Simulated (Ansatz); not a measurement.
**What do other settings change for random alloy of the diamond Si-C (dilute carbon) line, x = 0.0156 (64 atoms)?**

The cell holds 64 atoms: 63 Si and 1 C. Cell: a = 10.877 Å, b = 10.877 Å, c = 10.877 Å, α = 90.0°, β = 90.0°, γ = 90.0°. It derives from Si (diamond Si-C (dilute carbon)) and C, repeated 2×2×2. Diamond Si-C (dilute carbon): 64 atoms, 1 of 64 Si sites given to C at random, cell and internal coordinates interpolated linearly between the end members (Vegard's rule); not relaxed, displaced by a Gaussian of 0.02 Å. Lattice constants are starting values near those of PBE.

Geometry: as built.

Reference run: Kohn-Sham DFT, PBE, PAW (set soft_2), plane waves (Ansatz 0.2.0), cutoff 750 eV, Γ point, gaussian smearing of 0.025 eV.

* r.m.s. force component: 0.4531 eV/Å
* gap (highest filled to lowest empty level): 0.4064 eV
* SCF cycles: 6
* time: 14 s on 4 threads of Arm Neoverse V1, shared host

Q: Estimate how much each variant changes the results, and its time and memory.
- support functions medium
- support functions low
- support functions high
- support functions medium, radius 3.94 Å
- support functions medium, radius 4.27 Å
- support functions medium, radius 4.55 Å
- support functions medium, radius 4.88 Å
- support functions medium, radius 5.49 Å
- support functions medium, radius 6.1 Å

Each row is set against the run with plane waves at 750 eV (Kohn-Sham DFT, PBE, PAW (set soft_2), plane waves; r.m.s. force component 0.453 eV/Å). Energies are set beside the reference only for runs with its functional, potentials and electron count. Times are for 4 threads of Arm Neoverse V1, shared host.

```
                                    run  Δ force, r.m.s. (meV/Å)  share of r.m.s. force (%)  Δ energy (meV/atom)  Δ gap (eV)  cycles     time  host memory (GiB)
                              reference                        -                          -                    -           -       6     14 s                2.1
               support functions medium                    0.102                     0.0224              -0.0235      1.0e-4       9     48 s                2.1
                  support functions low                    0.102                     0.0224              -0.0235      1.0e-4       9     46 s                2.1
                 support functions high                    0.008                     0.0017              -0.0562      1.0e-4      13  4.1 min                6.0
support functions medium, radius 3.94 Å                    0.194                     0.0428              -0.0235           0      10     44 s                2.0
support functions medium, radius 4.27 Å                    0.072                      0.016              -0.0235      1.0e-4       9     53 s                2.3
support functions medium, radius 4.55 Å                    0.081                     0.0178              -0.0235      1.0e-4       9     58 s                2.5
support functions medium, radius 4.88 Å                    0.072                      0.016              -0.0235      1.0e-4       9     73 s                2.8
support functions medium, radius 5.49 Å                    0.052                     0.0115              -0.0235      1.0e-4      10  2.3 min                3.7
 support functions medium, radius 6.1 Å                    0.058                     0.0128              -0.0235      1.0e-4      10  3.5 min                4.6
```

Among numerical settings the force difference runs from 0.008 meV/Å (support functions high) to 0.19 meV/Å (support functions medium, radius 3.94 Å). At 64 atoms the fastest of the runs at a preset level, support functions low, takes 3.3 times the time of plane waves, in 9 SCF cycles against 6. Differences between support functions and plane waves include what basis error the plane-wave run still has. As the radius goes from 3.94 to 6.1 Å, the force difference goes from 0.19 to 0.058 meV/Å (not steadily; the least is 0.052 at 5.49 Å), and the time from 44 s to 3.5 min. 

[Logs are printed without paths, hosts, clocks, repeated set-up lines and the standing remarks that a program may print on its own settings, such as how far it seeks lower states.]

[Hosts, paths, dates, database ids (printed as entryN), source tags and the programs' standing remarks are cut or masked in the printed files.]
